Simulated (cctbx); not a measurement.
## Accept or mend?

Cell a = 3.9750 Å, b = 3.9750 Å, c = 11.1260 Å, α = 90.00°, β = 90.00°, γ = 90.00°; space group I4/mmm (no. 139).

The data are simulated with cctbx, not measured: Mo Kα, λ = 0.71073 Å, to d = 0.65 Å, 50 % of the full sphere, strongest reflection 5000 counts, noise from counting, a 3 % proportional error and a noise floor of 8 counts (s.d.); no absorption.

An anisotropic refinement with weights 1/σ² prints:

```text
Rint 0.036, 125 unique reflections to 0.65 A
cycle     R1     wR2    GooF  max shift (A)
   1  0.1569  0.2973  10.418   0.00000
   2  0.1610  0.2927  10.257   0.00000
final R1 0.1611 wR2 0.2927 GooF 10.257  parameters 4  data/parameter 31.2
atom        x        y        z      Ueq    occ   su(xyz)  su(Uiso or U11)
Lu1    0.00000  0.00000  0.00000   0.0068  1.000  0.00000  0.0017
Nb1    0.50000  0.00000  0.25000   0.0064  1.000  0.00000  0.0026
difference map: max 51.79 min -13.24 rms 2.85
Q1    0.0000  0.0000  0.3805    4   53.23  2.46 A from Nb1
Q2    0.0000  0.0000  0.0000    2   31.25  0.00 A from Lu1
Q3    0.0000  0.5000  0.1278    8   11.45  1.36 A from Nb1
Q4    0.0000  0.0000  0.2466    4    6.63  1.99 A from Nb1
Q5    0.1010  0.3990  0.2500   16    3.34  0.57 A from Nb1
Q6    0.0000  0.0000  0.5000    2    2.47  2.81 A from Lu1
```

Q: Accept it or mend it, and why?

Mend it. The fault: an atom left out, Si at (0, 0, 0.3804). Against the right model at the same level, R1 goes from 0.0120 to 0.1611 and GooF from 0.85 to 10.26 and the top difference peak, 53.2 e/Å³, lies 2.46 Å from Nb1. Q1 is the missing atom. With scattering power missing, scale and phases suffer, so peaks may also grow on the heavy atoms.

The compound is LuNb2Si2. The right model at the same level gives:

```text
Rint 0.036, 125 unique reflections to 0.65 A
cycle     R1     wR2    GooF  max shift (A)
   1  0.0125  0.0245   0.870   0.00019
   2  0.0120  0.0240   0.853   0.00000
final R1 0.0120 wR2 0.0240 GooF 0.853  parameters 7  data/parameter 17.9
atom        x        y        z      Ueq    occ   su(xyz)  su(Uiso or U11)
Lu1    0.00000  0.00000  0.00000   0.0076  1.000  0.00000  0.0001
Nb1    0.50000  0.00000  0.25000   0.0102  1.000  0.00000  0.0002
Si1    0.00000  0.00000  0.38019   0.0134  1.000  0.00019  0.0005
difference map: max 1.99 min -1.95 rms 0.29
Q1    0.0000  0.0000  0.0786    4    2.03  0.87 A from Lu1
Q2    0.0000  0.0000  0.4229    4    1.30  0.48 A from Si1
Q3    0.0000  0.5000  0.0644    8    1.01  2.06 A from Nb1
Q4    0.1400  0.3353  0.0000   16    0.91  1.44 A from Lu1
Q5    0.2218  0.2218  0.2844   16    0.78  1.47 A from Nb1
Q6    0.0804  0.0804  0.2470   16    0.76  1.55 A from Si1
```

Isotropic U is held between 0.0001 and 1 Å² by the program, and listed peak heights are interpolated, so they can pass the grid's maximum.

The model is made up (kin elements in a known structure type, no relaxation), so it says nothing on whether the phase exists.

[Middle refinement cycles are left out of these outputs.]

[Logs are printed without paths, hosts, clocks, repeated set-up lines and the standing remarks that a program may print on its own settings, such as how far it seeks lower states.]
